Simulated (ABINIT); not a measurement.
# CdH2 (P-3m1): modes at Γ and the response to a field, part 3 of 3

Which modes does CdH2 (P-3m1) have at the zone centre?

ABINIT 10.8.3; DFT PBE, scalar-relativistic, plane waves, PseudoDojo norm-conserving pseudopotentials.

So far. Step 8 (Zone-centre response): The acoustic modes at Γ come out as far as 2.9 cm⁻¹ from zero, where they should vanish, a small numerical error; the Born charges miss their sum rule by 0.0028 e, which is good. Step 9 (Modes with the sum rule): The rule moves no optical mode by more than 0.1 cm⁻¹. The relaxed cell has a = 3.171, c = 5.403 Å (conventional setting).

The structure was built from a prototype and need not be the compound's stable phase.

## Step 10: Sum rules set otherwise (asr 0)

Without the rule the raw error of the acoustic modes shows.

The input, anaddb.abi:

```
ddb_filepath "gamma_DDB"
output_file "anaddb.abo"
outdata_prefix "anaddb"
asr 0
chneut 0
enunit 2
eivec 1
nph1l 1
qph1l 0.0 0.0 0.0 1.0
dieflag 1
nph2l 3
qph2l 
    1.0 0.0 0.0 0.0
    0.0 0.0 1.0 0.0
    1.0 1.0 1.0 0.0
```

The input, mrgddb.in:

```
gamma_DDB
merged
2
dfpt_gammao_DS2_DDB
gso_DDB
```

Launch:

```bash
> mrgddb < mrgddb.in > mrgddb.log
> OMP_NUM_THREADS=1 anaddb anaddb.abi > anaddb.log
```

anaddb.abo, the main output file:

```text
[banners, grids, parts of the stress and lines that vanish by symmetry left out]
-outvars_anaddb: echo values of input variables ----------------------

 Flags :
[...]
Dielectric Tensor and Effective Charges
[...]
Effective charge tensors after
[...]
Phonon wavevector (reduced coordinates) :  0.00000  0.00000  0.00000
 Phonon energies in Hartree :
[...]
Phonon energies in meV     :
-  2.468297E-01  2.468297E-01  3.596294E-01  3.637335E+01  3.637335E+01
-  9.586876E+01  1.020413E+02  1.020413E+02  1.193648E+02
 Phonon frequencies in cm-1    :
-  1.990816E+00  1.990816E+00  2.900607E+00  2.933709E+02  2.933709E+02
-  7.732337E+02  8.230182E+02  8.230182E+02  9.627424E+02
 Phonon frequencies in Thz     :
-  5.968315E-02  5.968316E-02  8.695800E-02  8.795037E+00  8.795037E+00
-  2.318096E+01  2.467347E+01  2.467347E+01  2.886229E+01
 Phonon energies in Kelvin  :
-  2.864340E+00  2.864340E+00  4.173326E+00  4.220952E+02  4.220952E+02
-  1.112511E+03  1.184140E+03  1.184140E+03  1.385172E+03
[...]
-  1  4.21206070E-07 -2.18955307E-03  0.00000000E+00
-     0.00000000E+00  0.00000000E+00  0.00000000E+00
-  2  4.21230106E-07 -2.18967802E-03  0.00000000E+00
-     0.00000000E+00  0.00000000E+00  0.00000000E+00
-  3  4.21230106E-07 -2.18967802E-03  0.00000000E+00
-     0.00000000E+00  0.00000000E+00  0.00000000E+00
[...]
-  1  2.18955307E-03  4.21206070E-07  0.00000000E+00
-     0.00000000E+00  0.00000000E+00  0.00000000E+00
-  2  2.18967802E-03  4.21230106E-07  0.00000000E+00
-     0.00000000E+00  0.00000000E+00  0.00000000E+00
-  3  2.18967802E-03  4.21230106E-07  0.00000000E+00
-     0.00000000E+00  0.00000000E+00  0.00000000E+00
[...]
-  1  0.00000000E+00  2.93229864E-04  0.00000000E+00
-     0.00000000E+00  0.00000000E+00  0.00000000E+00
-  2  0.00000000E+00 -1.63503688E-02  0.00000000E+00
-     0.00000000E+00  0.00000000E+00  0.00000000E+00
-  3  0.00000000E+00 -1.63503688E-02  0.00000000E+00
-     0.00000000E+00  0.00000000E+00  0.00000000E+00
[...]
-  1  2.93229864E-04  0.00000000E+00  0.00000000E+00
-     0.00000000E+00  0.00000000E+00  0.00000000E+00
[...]
-     0.00000000E+00  0.00000000E+00  0.00000000E+00
[...]
-     0.00000000E+00  0.00000000E+00  0.00000000E+00
[...]
-     0.00000000E+00  0.00000000E+00  0.00000000E+00
[...]
-     0.00000000E+00  0.00000000E+00  0.00000000E+00
[...]
-     1          0.000000    -0.001536     0.000000     0.001536
-     2          0.001536     0.000000    -0.000000     0.001536
[...]
-     4          0.000011     1.951965    -0.000000     1.951965
-     5          1.951965    -0.000011    -0.000000     1.951965
[...]
-     7          0.000000     0.000000     0.000000     0.000000
-     8          0.000000     0.000000    -0.000000     0.000000
[...]
-   1     Real    0.0000E+00  3.3956E-11  0.0000E+00  0.0000E+00  0.0000E+00  0.0000E+00  3.3956E-11
[...]
-   2     Real    3.3956E-11  0.0000E+00  0.0000E+00  0.0000E+00  0.0000E+00  0.0000E+00  3.3956E-11
[...]
-   4     Real    6.1398E-14  2.0375E-03  0.0000E+00  1.1185E-08  0.0000E+00  0.0000E+00  2.0375E-03
[...]
-   5     Real    2.0375E-03  6.1398E-14  0.0000E+00 -1.1185E-08  0.0000E+00  0.0000E+00  2.0375E-03
[...]
-   7     Real    0.0000E+00  0.0000E+00  0.0000E+00  0.0000E+00  0.0000E+00  0.0000E+00  0.0000E+00
[...]
-   8     Real    0.0000E+00  0.0000E+00  0.0000E+00  0.0000E+00  0.0000E+00  0.0000E+00  0.0000E+00
[...]
Phonon at Gamma, with non-analyticity in the
[...]
Phonon energies in Hartree :
[...]
Phonon energies in meV     :
-  2.468297E-01  2.468683E-01  3.596294E-01  3.637335E+01  9.586876E+01
[...]
Phonon frequencies in cm-1    :
-  1.990816E+00  1.991127E+00  2.900607E+00  2.933709E+02  7.732337E+02
[...]
Phonon frequencies in Thz     :
-  5.968315E-02  5.969248E-02  8.695800E-02  8.795037E+00  2.318096E+01
[...]
Phonon energies in Kelvin  :
-  2.864340E+00  2.864787E+00  4.173326E+00  4.220952E+02  1.112511E+03
[...]
Phonon at Gamma, with non-analyticity in the
[...]
Phonon energies in Hartree :
[...]
Phonon energies in meV     :
-  2.468297E-01  2.468297E-01  3.597040E-01  3.637335E+01  3.637335E+01
[...]
Phonon frequencies in cm-1    :
-  1.990816E+00  1.990816E+00  2.901208E+00  2.933709E+02  2.933709E+02
[...]
Phonon frequencies in Thz     :
-  5.968315E-02  5.968316E-02  8.697604E-02  8.795037E+00  8.795037E+00
[...]
Phonon energies in Kelvin  :
-  2.864340E+00  2.864340E+00  4.174192E+00  4.220952E+02  4.220952E+02
[...]
Phonon at Gamma, with non-analyticity in the
[...]
Phonon energies in Hartree :
[...]
Phonon energies in meV     :
-  2.468297E-01  2.468672E-01  3.596314E-01  3.637335E+01  8.721558E+01
[...]
Phonon frequencies in cm-1    :
-  1.990816E+00  1.991119E+00  2.900623E+00  2.933709E+02  7.034411E+02
[...]
Phonon frequencies in Thz     :
-  5.968315E-02  5.969224E-02  8.695848E-02  8.795037E+00  2.108863E+01
[...]
Phonon energies in Kelvin  :
-  2.864340E+00  2.864775E+00  4.173349E+00  4.220952E+02  1.012095E+03
[...]
-  2  1.54984585E-03  1.54933693E-03  0.00000000E+00
-     0.00000000E+00  0.00000000E+00  0.00000000E+00
-  3  1.54984585E-03  1.54933693E-03  0.00000000E+00
-     0.00000000E+00  0.00000000E+00  0.00000000E+00
[...]
-  1  0.00000000E+00  0.00000000E+00  0.00000000E+00
-     0.00000000E+00  0.00000000E+00  0.00000000E+00
-  2  0.00000000E+00  1.64963405E-02  0.00000000E+00
-     0.00000000E+00  0.00000000E+00  0.00000000E+00
-  3  0.00000000E+00 -1.64963405E-02  0.00000000E+00
-     0.00000000E+00  0.00000000E+00  0.00000000E+00
[...]
-  1  0.00000000E+00  0.00000000E+00  0.00000000E+00
-     0.00000000E+00  0.00000000E+00  0.00000000E+00
-  2  1.64963405E-02  0.00000000E+00  0.00000000E+00
-     0.00000000E+00  0.00000000E+00  0.00000000E+00
-  3 -1.64963405E-02  0.00000000E+00  0.00000000E+00
-     0.00000000E+00  0.00000000E+00  0.00000000E+00
[...]
Direction                     Dielectric constant
[...]
0.00000   0.00000   1.00000      2.84343009
   1.00000   1.00000   1.00000     35.76943826
-
```

It took 0.5 s on 1 thread of Arm Neoverse V1, shared host.

Numbers from this step:

```yaml
mean_static_dielectric_constant: 35.77
```

Zone-centre frequencies as printed; negative means imaginary. Modes:

```
mode  frequency (cm⁻¹)
   1              1.99
   2              1.99
   3               2.9
   4             293.4
   5             293.4
   6             773.2
   7               823
   8               823
   9             962.7
```

## Step 11: What came out

| Quantity | Value |
| --- | --- |
| space group after relaxation | P-3m1 |
| volume per atom | 15.7 Å³ |
| highest optical zone-centre mode (no LO-TO term) | 962.7 cm⁻¹ |
| lowest optical zone-centre mode | 293.4 cm⁻¹ |
| highest mode moved by the LO-TO term | 835.0 cm⁻¹ |
| mean high-frequency dielectric constant | 5.55 |
| largest Born charge in size (third of the trace) | 2.04 e |
| mean static dielectric constant | 35.8 |
| imaginary optical modes at the zone centre (no q mesh in this session) | none |

At the PBE level the optical modes of CdH2 (P-3m1) at the zone centre (no LO-TO term) run from 293 to 963 cm⁻¹. The base run prints -0.37 GPa, mostly the error of a finite basis; the relaxation, with a smoothed and higher cutoff, had brought the cell to rest. Along the directions run, the highest mode that the macroscopic field moves lies at 835 cm⁻¹. Lattice motion raises the mean dielectric constant from 5.552 to 35.81. These are harmonic frequencies at zero temperature: anharmonic shifts and linewidths and thermal expansion are left out. The structure is a hypothetical one, built on a prototype.

[Host names and launcher messages were left out of these logs when they were recorded.]

[Logs are printed without paths, hosts, clocks, repeated set-up lines and the standing remarks that a program may print on its own settings, such as how far it seeks lower states.]

[Hosts, paths, dates, database ids (printed as entryN), source tags and the programs' standing remarks are cut or masked in the printed files.]
